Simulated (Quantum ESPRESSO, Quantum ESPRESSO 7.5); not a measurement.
**Ionisation energy and electron affinity at ZnS(110)**

Wanted: ionisation energy, electron affinity and surface tilt of ZnS(110).

Program: Quantum ESPRESSO 7.5. Level of theory: plane-wave DFT, PBE, GBRV ultrasoft pseudopotentials. Results are calculated unless marked as measured.

## 1. The starting structure

The cell holds 18 atoms: 9 Zn and 9 S. Cell: a = 5.450 Å, b = 3.854 Å, c = 31.415 Å, α = 90.0°, β = 90.0°, γ = 90.0°. It derives from ZnS. Vacuum lies along c.

## 2. Self-consistent run of the ideal slab

First the slab as cut from the crystal, for comparison.

File ideal.in:

```
&control
  prefix = 'ideal'
  outdir = './out'
  pseudo_dir = './pseudo'
  calculation = 'scf'
  tprnfor = .true.
/
&system
  ibrav = 0
  nat = 18
  ntyp = 2
  ecutwfc = 40
  ecutrho = 200
  occupations = 'smearing'
  smearing = 'fd'
  degauss = 0.002
/
&electrons
  conv_thr = 1e-07
  mixing_beta = 0.4
  electron_maxstep = 120
  mixing_mode = 'plain'
/
ATOMIC_SPECIES
  Zn  65.3800  zn_pbe_v1.uspp.F.UPF
  S   32.0600  s_pbe_v1.4.uspp.F.UPF
CELL_PARAMETERS angstrom
  5.45000000000000 0.00000000000000 0.00000000000000
  0.00000000000000 3.85373195746668 0.00000000000000
  0.00000000000000 0.00000000000000 31.41492782986673
ATOMIC_POSITIONS crystal
  Zn  0.000000000000 0.000000000000 0.254656004411
  S   0.250000000000 0.500000000000 0.254656004411
  Zn  0.500000000000 0.500000000000 0.315992003308
  S   0.750000000000 0.000000000000 0.315992003308
  Zn  0.000000000000 0.000000000000 0.377328002205
  S   0.250000000000 0.500000000000 0.377328002205
  Zn  0.500000000000 0.500000000000 0.438664001103
  S   0.750000000000 0.000000000000 0.438664001103
  Zn  0.000000000000 0.000000000000 0.500000000000
  S   0.250000000000 0.500000000000 0.500000000000
  Zn  0.500000000000 0.500000000000 0.561335998897
  S   0.750000000000 0.000000000000 0.561335998897
  Zn  0.000000000000 0.000000000000 0.622671997795
  S   0.250000000000 0.500000000000 0.622671997795
  Zn  0.500000000000 0.500000000000 0.684007996692
  S   0.750000000000 0.000000000000 0.684007996692
  Zn  0.000000000000 0.000000000000 0.745343995589
  S   0.250000000000 0.500000000000 0.745343995589
K_POINTS automatic
  4 6 1 0 0 0
```

On the command line:

```sh
OMP_NUM_THREADS=1 mpirun -n 8 pw.x -nk 2 -in ideal.in > ideal.out
```

The log of the run:

```text
Program PWSCF v.7.5 starts
[citation notice left out]

     Parallel version (MPI & OpenMP), running on       8 processor cores
     Number of MPI processes:                 8
     Threads/MPI process:                     1

     MPI processes distributed on     1 nodes
[...]
Current dimensions of program PWSCF are:
     Max number of different atomic species (ntypx) = 10
     Max number of k-points (npk) =  40000
     Max angular momentum in pseudopotentials (lmaxx) =  4
     Message from routine setup:
     using ibrav=0 with symmetry is DISCOURAGED, use correct ibrav instead

     K-points division:     npool     =       2
     R & G space division:  proc/nbgrp/npool/nimage =       4
     Subspace diagonalization in iterative solution of the eigenvalue problem:
     a serial algorithm will be used

     Parallelization info
     --------------------
     sticks:   dense  smooth     PW     G-vecs:    dense   smooth      PW
     Min         301     238     69                53225    38050    6031
     Max         302     239     70                53228    38063    6052
     Sum        1207     953    277               212905   152219   24153

     Using Slab Decomposition

     bravais-lattice index     =            0
     lattice parameter (alat)  =      10.2990  a.u.
     unit-cell volume          =    4452.5692 (a.u.)^3
     number of atoms/cell      =           18
     number of atomic types    =            2
     number of electrons       =       234.00
     number of Kohn-Sham states=          140
     kinetic-energy cutoff     =      40.0000  Ry
     charge density cutoff     =     200.0000  Ry
     scf convergence threshold =      1.0E-07
     mixing beta               =       0.4000
     number of iterations used =            8  plain     mixing
     Exchange-correlation=  SLA  PW   PBX  PBC
                           (   1   4   3   4   0   0   0)

     celldm(1)=  10.299007  celldm(2)=   0.000000  celldm(3)=   0.000000
     celldm(4)=   0.000000  celldm(5)=   0.000000  celldm(6)=   0.000000

     crystal axes: (cart. coord. in units of alat)
               a(1) = (   1.000000   0.000000   0.000000 )
               a(2) = (   0.000000   0.707107   0.000000 )
               a(3) = (   0.000000   0.000000   5.764207 )

     reciprocal axes: (cart. coord. in units 2 pi/alat)
               b(1) = (  1.000000  0.000000  0.000000 )
               b(2) = (  0.000000  1.414214  0.000000 )
               b(3) = (  0.000000  0.000000  0.173484 )

     PseudoPot. # 1 for Zn read from file:
     ./pseudo/zn_pbe_v1.uspp.F.UPF
     Pseudo is Ultrasoft, Zval = 20.0
     Generated by new atomic code, or converted to UPF format
     Using radial grid of  943 points,  6 beta functions with:
                l(1) =   0
                l(2) =   0
                l(3) =   1
                l(4) =   1
                l(5) =   2
                l(6) =   2
     Q(r) pseudized with  8 coefficients,  rinner =    1.100   1.100   1.100
                                                       1.100   1.100

     PseudoPot. # 2 for S  read from file:
     ./pseudo/s_pbe_v1.4.uspp.F.UPF
     Pseudo is Ultrasoft + core correction, Zval =  6.0
     Generated by new atomic code, or converted to UPF format
     Using radial grid of  907 points,  6 beta functions with:
                l(1) =   0
                l(2) =   0
                l(3) =   1
                l(4) =   1
                l(5) =   2
                l(6) =   2
     Q(r) pseudized with  8 coefficients,  rinner =    1.300   1.300   1.300
                                                       1.300   1.300

     atomic species   valence    mass     pseudopotential
     Zn               20.00    65.38000     Zn( 1.00)
     S                 6.00    32.06000     S ( 1.00)

      4 Sym. Ops. (no inversion) found

   Cartesian axes

     site n.     atom                  positions (alat units)
         1        Zn     tau(   1) = (   0.0000000   0.0000000   1.4678899  )
         2        S      tau(   2) = (   0.2500000   0.3535534   1.4678899  )
         3        Zn     tau(   3) = (   0.5000000   0.3535534   1.8214433  )
         4        S      tau(   4) = (   0.7500000   0.0000000   1.8214433  )
         5        Zn     tau(   5) = (   0.0000000   0.0000000   2.1749967  )
         6        S      tau(   6) = (   0.2500000   0.3535534   2.1749967  )
         7        Zn     tau(   7) = (   0.5000000   0.3535534   2.5285501  )
         8        S      tau(   8) = (   0.7500000   0.0000000   2.5285501  )
         9        Zn     tau(   9) = (   0.0000000   0.0000000   2.8821035  )
        10        S      tau(  10) = (   0.2500000   0.3535534   2.8821035  )
        11        Zn     tau(  11) = (   0.5000000   0.3535534   3.2356569  )
        12        S      tau(  12) = (   0.7500000   0.0000000   3.2356569  )
        13        Zn     tau(  13) = (   0.0000000   0.0000000   3.5892103  )
        14        S      tau(  14) = (   0.2500000   0.3535534   3.5892103  )
        15        Zn     tau(  15) = (   0.5000000   0.3535534   3.9427636  )
        16        S      tau(  16) = (   0.7500000   0.0000000   3.9427636  )
        17        Zn     tau(  17) = (   0.0000000   0.0000000   4.2963170  )
        18        S      tau(  18) = (   0.2500000   0.3535534   4.2963170  )

     number of k points=    12  Fermi-Dirac smearing, width (Ry)=  0.0020
                       cart. coord. in units 2pi/alat
        k(    1) = (   0.0000000   0.0000000   0.0000000), wk =   0.0833333
        k(    2) = (   0.0000000   0.2357023   0.0000000), wk =   0.1666667
        k(    3) = (   0.0000000   0.4714045   0.0000000), wk =   0.1666667
        k(    4) = (   0.0000000  -0.7071068   0.0000000), wk =   0.0833333
        k(    5) = (   0.2500000   0.0000000   0.0000000), wk =   0.1666667
        k(    6) = (   0.2500000   0.2357023   0.0000000), wk =   0.3333333
        k(    7) = (   0.2500000   0.4714045   0.0000000), wk =   0.3333333
        k(    8) = (   0.2500000  -0.7071068   0.0000000), wk =   0.1666667
        k(    9) = (  -0.5000000   0.0000000   0.0000000), wk =   0.0833333
        k(   10) = (  -0.5000000   0.2357023   0.0000000), wk =   0.1666667
        k(   11) = (  -0.5000000   0.4714045   0.0000000), wk =   0.1666667
        k(   12) = (  -0.5000000  -0.7071068   0.0000000), wk =   0.0833333

     Dense  grid:   212905 G-vectors     FFT dimensions: (  48,  36, 270)

     Smooth grid:   152219 G-vectors     FFT dimensions: (  45,  30, 240)

     Estimated max dynamical RAM per process >     214.72 MB

[...]
k = 0.0000 0.4714 0.0000 ( 18994 PWs)   bands (ev):

  -123.9165-123.9165-123.7746-123.7746-123.7545-123.7314-123.7314-123.6655
  -123.6655 -78.1633 -78.1633 -78.0528 -78.0528 -78.0389 -78.0389 -77.9502
   -77.9502 -77.9427 -77.9427 -77.9401 -77.9401 -77.9251 -77.9245 -77.9235
   -77.9020 -77.9020 -77.9017 -77.9016 -77.8999 -77.8999 -77.8393 -77.8393
   -77.8386 -77.8386 -77.8274 -77.8274 -11.3760 -11.2413 -11.0719 -10.8958
   -10.7693 -10.7468 -10.7245 -10.1255 -10.1252  -5.1831  -5.1779  -5.1498
    -5.1314  -5.1023  -5.0925  -5.0808  -5.0697  -5.0525  -5.0361  -5.0358
    -5.0209  -4.9956  -4.9879  -4.9594  -4.9316  -4.9257  -4.9195  -4.9151
    -4.9070  -4.8891  -4.8732  -4.8513  -4.8443  -4.8350  -4.8119  -4.7953
    -4.7678  -4.7462  -4.7288  -4.7233  -4.7053  -4.6840  -4.6825  -4.6608
    -4.6568  -4.6465  -4.6380  -4.6043  -4.6022  -4.5625  -4.4475  -4.4061
    -4.3696  -4.3673  -3.3761  -3.3527  -3.2969  -3.1440  -2.8736  -2.4496
    -1.9952  -1.8892  -1.7157  -1.6929  -1.6277  -1.4423  -1.2807  -1.2576
    -1.1426  -0.9282  -0.8560  -0.8330  -0.5817  -0.5395  -0.4895  -0.3031
    -0.3013  -0.1795   0.2306   0.6755   0.7959   3.7275   3.7648   5.1016
     5.1484   5.4631   5.5474   5.5559   5.5916   5.6574   5.8729   5.9024
     6.1163   6.2026   6.4704   6.5538   6.9086   6.9579   6.9991   7.3133
     7.4899   7.6551   8.0111   8.3334

          k = 0.0000-0.7071 0.0000 ( 19054 PWs)   bands (ev):

  -123.9165-123.9165-123.7746-123.7746-123.7545-123.7314-123.7314-123.6655
  -123.6655 -78.1633 -78.1633 -78.0528 -78.0528 -78.0389 -78.0389 -77.9502
   -77.9502 -77.9427 -77.9427 -77.9401 -77.9401 -77.9251 -77.9245 -77.9235
   -77.9021 -77.9020 -77.9017 -77.9016 -77.8999 -77.8999 -77.8393 -77.8393
   -77.8387 -77.8387 -77.8274 -77.8274 -11.0399 -10.9786 -10.9721 -10.8765
   -10.8435 -10.7773 -10.7438 -10.0662 -10.0659  -5.1578  -5.1571  -5.1323
    -5.1162  -5.1017  -5.0657  -5.0638  -5.0607  -5.0512  -5.0119  -5.0045
    -4.9831  -4.9615  -4.9493  -4.9463  -4.8970  -4.8832  -4.8770  -4.8724
    -4.8647  -4.8595  -4.8560  -4.8549  -4.8421  -4.8401  -4.8162  -4.8159
    -4.7939  -4.7917  -4.6905  -4.6836  -4.6698  -4.6546  -4.6518  -4.6437
    -4.6369  -4.6248  -4.6217  -4.6062  -4.5641  -4.5639  -4.5612  -4.5494
    -4.5097  -4.5008  -3.2874  -3.2535  -3.0407  -3.0046  -2.8453  -2.8391
    -2.8043  -2.6696  -2.6615  -1.3164  -1.2898  -1.2316  -1.1826  -1.1325
    -1.0889  -1.0701  -1.0308  -1.0037  -0.9082  -0.8554  -0.6946  -0.5408
    -0.4587  -0.1229  -0.0748   0.6597   0.7275   3.8367   3.8498   4.6894
     4.8405   5.1539   5.2662   5.3388   5.5310   5.7281   5.7843   5.8822
     6.0233   6.1230   6.1973   6.2577   6.7944   6.8109   7.5267   7.5528
     7.7429   8.0037   8.1337   8.1497

          k = 0.2500 0.0000 0.0000 ( 19063 PWs)   bands (ev):

  -123.9165-123.9165-123.7746-123.7746-123.7545-123.7314-123.7314-123.6655
  -123.6655 -78.1633 -78.1633 -78.0528 -78.0528 -78.0389 -78.0389 -77.9502
   -77.9502 -77.9427 -77.9427 -77.9401 -77.9401 -77.9251 -77.9245 -77.9235
   -77.9020 -77.9020 -77.9017 -77.9016 -77.8999 -77.8999 -77.8393 -77.8393
   -77.8386 -77.8386 -77.8274 -77.8274 -11.6938 -11.5422 -11.3446 -11.1309
   -10.9390 -10.9030 -10.8793 -10.3460 -10.3456  -5.1797  -5.1547  -5.1466
    -5.1332  -5.1250  -5.1224  -5.1153  -5.1100  -5.1050  -5.0888  -5.0840
    -5.0726  -5.0689  -5.0588  -5.0507  -5.0506  -5.0362  -5.0051  -4.9741
    -4.9610  -4.9284  -4.9094  -4.8968  -4.8596  -4.8564  -4.8154  -4.7922
    -4.7920  -4.7578  -4.7170  -4.7001  -4.6980  -4.6958  -4.6941  -4.6910
    -4.6669  -4.6655  -4.6449  -4.6333  -4.6114  -4.6027  -4.6018  -4.5759
    -4.4976  -4.4853  -3.5436  -3.5022  -3.0524  -3.0022  -2.7282  -2.4472
    -1.7639  -1.1131  -1.0916  -0.9472  -0.7781  -0.7212  -0.5627  -0.5254
    -0.2570  -0.2314  -0.0505   0.0531   0.3392   0.3629   0.5673   0.5705
     0.6621   0.8132   0.8139   0.8792   0.9077   3.3459   3.3704   4.3876
     4.5759   4.8191   5.0544   5.1601   5.3393   5.4067   5.5463   5.8076
     5.9995   6.3263   6.3268   7.0180   7.0359   7.1346   7.5697   7.5902
     7.8110   8.0212   8.0358   8.1177

          k = 0.2500 0.2357 0.0000 ( 19040 PWs)   bands (ev):

  -123.9165-123.9165-123.7746-123.7746-123.7545-123.7314-123.7314-123.6655
  -123.6655 -78.1633 -78.1633 -78.0528 -78.0528 -78.0389 -78.0389 -77.9502
   -77.9502 -77.9427 -77.9427 -77.9401 -77.9401 -77.9251 -77.9245 -77.9235
   -77.9020 -77.9020 -77.9017 -77.9016 -77.8999 -77.8999 -77.8393 -77.8393
   -77.8386 -77.8386 -77.8274 -77.8274 -11.5770 -11.4328 -11.2478 -11.0515
   -10.8805 -10.8731 -10.8391 -10.2780 -10.2777  -5.1531  -5.1382  -5.1275
    -5.1271  -5.1145  -5.1048  -5.1044  -5.0815  -5.0812  -5.0759  -5.0667
    -5.0418  -5.0395  -5.0233  -5.0201  -5.0101  -5.0047  -4.9892  -4.9891
    -4.9489  -4.9467  -4.8986  -4.8877  -4.8527  -4.8400  -4.8180  -4.8134
    -4.7890  -4.7645  -4.7153  -4.7113  -4.6954  -4.6950  -4.6898  -4.6737
    -4.6588  -4.6509  -4.6422  -4.6311  -4.6149  -4.5939  -4.5629  -4.5383
    -4.4666  -4.4612  -3.4288  -3.4032  -3.0458  -3.0214  -2.8551  -2.4489
    -1.8161  -1.4050  -1.3988  -1.1995  -1.1205  -1.0169  -0.9763  -0.6850
    -0.6495  -0.5109  -0.3795  -0.2368  -0.1842  -0.1526  -0.0403   0.1869
     0.1876   0.5526   0.6185   0.8987   0.9181   3.5042   3.5572   4.8071
     5.2330   5.3898   5.5968   5.6241   6.0029   6.1903   6.2710   6.3928
     6.5128   6.6446   6.7552   7.0654   7.0712   7.1293   7.1586   7.3595
     7.3921   7.5396   7.7454   7.9116

[...]
the Fermi energy is     1.7607 ev

!    total energy              =   -4371.78428558 Ry
     estimated scf accuracy    <       0.00000005 Ry
     smearing contrib. (-TS)   =      -0.00000000 Ry
     internal energy E=F+TS    =   -4371.78428558 Ry

     The total energy is F=E-TS. E is the sum of the following terms:
     one-electron contribution =  -22560.18183622 Ry
     hartree contribution      =   11294.03915681 Ry
     xc contribution           =    -455.87037526 Ry
     ewald contribution        =    7350.22876911 Ry

     convergence has been achieved in  10 iterations

     negative rho (up, down):  1.586E-03 0.000E+00

     Forces acting on atoms (cartesian axes, Ry/au):

     atom    1 type  1   force =     0.04700582    0.00000000    0.04393396
     atom    2 type  2   force =    -0.02709377    0.00000000   -0.03203717
     atom    3 type  1   force =    -0.00940647    0.00000000   -0.00250396
     atom    4 type  2   force =    -0.01369464    0.00000000   -0.01349825
     atom    5 type  1   force =     0.00534853    0.00000000    0.00166619
     atom    6 type  2   force =    -0.00070723    0.00000000    0.00447365
     atom    7 type  1   force =    -0.00182585    0.00000000   -0.00060072
     atom    8 type  2   force =    -0.00029848    0.00000000   -0.00132071
     atom    9 type  1   force =     0.00119593    0.00000000    0.00000000
     atom   10 type  2   force =     0.00014824    0.00000000    0.00000000
     atom   11 type  1   force =    -0.00182585    0.00000000    0.00060072
     atom   12 type  2   force =    -0.00029848    0.00000000    0.00132071
     atom   13 type  1   force =     0.00534853    0.00000000   -0.00166619
     atom   14 type  2   force =    -0.00070723    0.00000000   -0.00447365
     atom   15 type  1   force =    -0.00940647    0.00000000    0.00250396
     atom   16 type  2   force =    -0.01369464    0.00000000    0.01349825
     atom   17 type  1   force =     0.04700582    0.00000000   -0.04393396
     atom   18 type  2   force =    -0.02709377    0.00000000    0.03203717

     Total force =     0.113339     Total SCF correction =     0.000926

[...]
=------------------------------------------------------------------------------=
   JOB DONE.
=------------------------------------------------------------------------------=
```

The job ended after 4.8 min (8 MPI ranks of Arm Neoverse N1, shared host; peak memory 2 GiB).

Read from the output:

* free energy: -59481.1554 eV
* Fermi energy: 1.761 eV

## 3. Electrostatic potential of the ideal slab

The vacuum level is read from the electrostatic potential (plot_num = 11), averaged over planes.

File ideal.pot.in:

```
&inputpp
  prefix = 'ideal'
  outdir = './out'
  filplot = 'ideal.pot.dat'
  plot_num = 11
/
```

On the command line:

```sh
OMP_NUM_THREADS=1 mpirun -n 8 pp.x -in ideal.pot.in > ideal.pot.out
```

The log of the run:

```text
[banner, memory and clock lines left out]
Program POST-PROC v.7.5 starts

          URL

     ./out/ideal.save/

     IMPORTANT: XC functional enforced from input :
     Exchange-correlation= PBE
                           (   1   4   3   4   0   0   0)
     Any further DFT definition will be discarded
     Please, verify this is what you really want

     negative rho (up, down):  1.586E-03 0.000E+00

     Calling punch_plot, plot_num =  11
     Writing data to file  ideal.pot.dat
     Message from routine chdens:
     namelist plot not found or invalid, exiting
```

Elapsed: 1.6 s, on 8 MPI ranks; peak memory 0.13 GiB.

Read from the output:

```
slope of the potential above                                          : 8.15e-5 eV/Å
upper vacuum line continued to the top atoms, over the Fermi level    : 4.764 eV
slope of the potential below                                          : -4.65e-5 eV/Å
lower vacuum line continued to the bottom atoms, over the Fermi level : 4.764 eV
vacuum level at the upper face over a Fermi level inside the gap      : 4.765 eV
vacuum level at the lower face over a Fermi level inside the gap      : 4.765 eV
```

## 4. Planar and running averages

A running mean over two layers gives the mean potential in the slab's middle.

File ideal.avg.in:

```
1
ideal.pot.dat
1.0
326
3
7.2824979573
```

On the command line:

```sh
OMP_NUM_THREADS=1 average.x < ideal.avg.in > ideal.avg.out
```

The log of the run:

```text
[banner, memory and clock lines left out]
Program AVERAGE v.7.5 starts

          URL

     Reading header from file  ideal.pot.dat
     Reading data from file  ideal.pot.dat
     Output written to file avg.dat

[...]
```

Wall time 0.73 s (1 MPI rank); peak memory 0.12 GiB.

Numbers from this step:

```
average.x's running mean in the middle layers, on the run's own zero                  : -1.856 eV
mean potential by an exact Fourier window in the middle layers, on the run's own zero : -1.852 eV
```

Electrostatic potential energy of an electron; zero at the Fermi level; window 3.8537 Å. The potential energy, running mean by z:

```csv
z (Å),"potential energy, running mean (eV)"
0,4.76
1,4.76
2,4.76
3,4.76
4,4.76
5,4.65
6,3.00
7,0.566
8,-1.44
9,-3.50
10,-3.39
11,-3.67
12,-3.49
13,-3.71
14,-3.52
15,-3.70
16,-3.55
17,-3.67
18,-3.57
19,-3.64
20,-3.57
21,-3.54
22,-3.49
23,-2.75
24,0.107
25,1.62
26,4.37
27,4.74
28,4.76
29,4.76
30,4.76
31,4.76
```

(Continued in part 2 of 6.)

[Logs are printed without paths, hosts, clocks, repeated set-up lines and the standing remarks that a program may print on its own settings, such as how far it seeks lower states.]

[Hosts, paths, dates, database ids (printed as entryN), source tags and the programs' standing remarks are cut or masked in the printed files.]

[Maps of the electrostatic potential energy from Ansatz leave out the sawtooth potential of an applied field or a dipole correction, so their vacuum need not be flat; planar profiles and work functions include it.]
